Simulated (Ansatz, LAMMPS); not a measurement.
# Static equation of state of glassy 83P2O5-8BaO-8K2O (mol %) (75 atoms)

Density of this cell: 2.63 g/cm³. The cell holds 75 atoms: 20 P, 1 Ba, 2 K and 52 O. Its edges and angles: a = 10.163 Å, b = 11.165 Å, c = 9.293 Å, α = 92.7°, β = 87.1°, γ = 88.7°. The starting structure: 75 atoms (20 P, 1 Ba, 2 K, 52 O) placed at random at 2.53 g/cm³, melted at 4000 K for 10 ps at fixed volume with the Morse and Coulomb pair potential with partial charges (Pedone, Malavasi, Menziani, Cormack and Segre, J. Phys. Chem. B 110, 11780 (2006)). Quenched from 4000 K to 300 K at 20 K/ps and fixed volume, held 10 ps at zero pressure.

Calculated with Ansatz 0.2.0: Kohn-Sham DFT, PBE, PAW (set soft_2), plane waves; cutoff 420 eV, Γ point, fixed occupations. Cell and atoms were relaxed first, to V0 = 14.020 Å³ an atom at a residual P0 = -0.008 GPa. The cell was then scaled evenly, and the atoms were relaxed at each volume.

```
volume (Å³/atom)  pressure (GPa)
          12.618               ?
          13.179           2.380
          13.599           1.092
          14.441         -0.7823
          14.861         -0.8537
```

**Question.** Fit the third-order Birch–Murnaghan equation to the rows given and extrapolate to the withheld row.

Worked fit:

Take the Eulerian strain f = ½[(V0/V)^(2/3) − 1] and the normalised pressure F = (P − P0) / [3f(1 + 2f)^(5/2)]. The third-order Birch–Murnaghan equation is then the line F = B0 + (3/2)B0(B′ − 4) f, so u = f and v = F.

| u = f | v = F (GPa) |
| --- | --- |
| 0.0210567 | 34.0964 |
| 0.0102569 | 33.9769 |
| -0.00975657 | 27.7896 |
| -0.0190507 | 16.3067 |

With n = 4: mean u = 6.2657e-4, mean v = 28.0424, Σ(u − ū)² = 0.0010051, Σ(u − ū)(v − v̄) = 0.41439. Slope b = 0.41439 / 0.0010051 = 412.27; intercept a = v̄ − b ū = 27.784.

So B0 = a = 27.8 GPa and B′ = 4 + 2b/(3a) = 13.9. At the withheld volume f = 0.03638, F = a + b f = 42.78 GPa, and P = P0 + 3f(1 + 2f)^(5/2) F.

Prediction at 12.618: 5.558 GPa. The run gave 4.622 GPa, so the fit is high by 0.94 GPa (20 % of the value).

The series isn't one smooth equation of state: even a line fitted to all rows, the withheld one included, misses F by up to 30.1 %, the count of bonds changes along the series, an atom moves over 0.5 Å in some relaxation and a scaled cell ends below the relaxed one in energy. B0 and B′ are then only the numbers of this fit, not moduli of the material. Among the rows given, the largest miss of the fit is at 14.861, by 0.19 GPa (3.4 % of the range of the table).

Limits: Static cells at zero temperature; the cell shape is held. The program notes that the SCF threshold of these relaxations is loose for the stress. The quench rate of 20 K/ps is many orders above laboratory rates, so the cell is likely richer in defects and strain than a real sample. The network of bonds at the start is that of the classical potential that made the cell, and needn't be the one that DFT or experiment would give. Only the Γ point is sampled, in a cell whose shortest periodic width is 9 Å.

[Logs are printed without paths, hosts, clocks, repeated set-up lines and the standing remarks that a program may print on its own settings, such as how far it seeks lower states.]

[Hosts, paths, dates, database ids (printed as entryN), source tags and the programs' standing remarks are cut or masked in the printed files.]
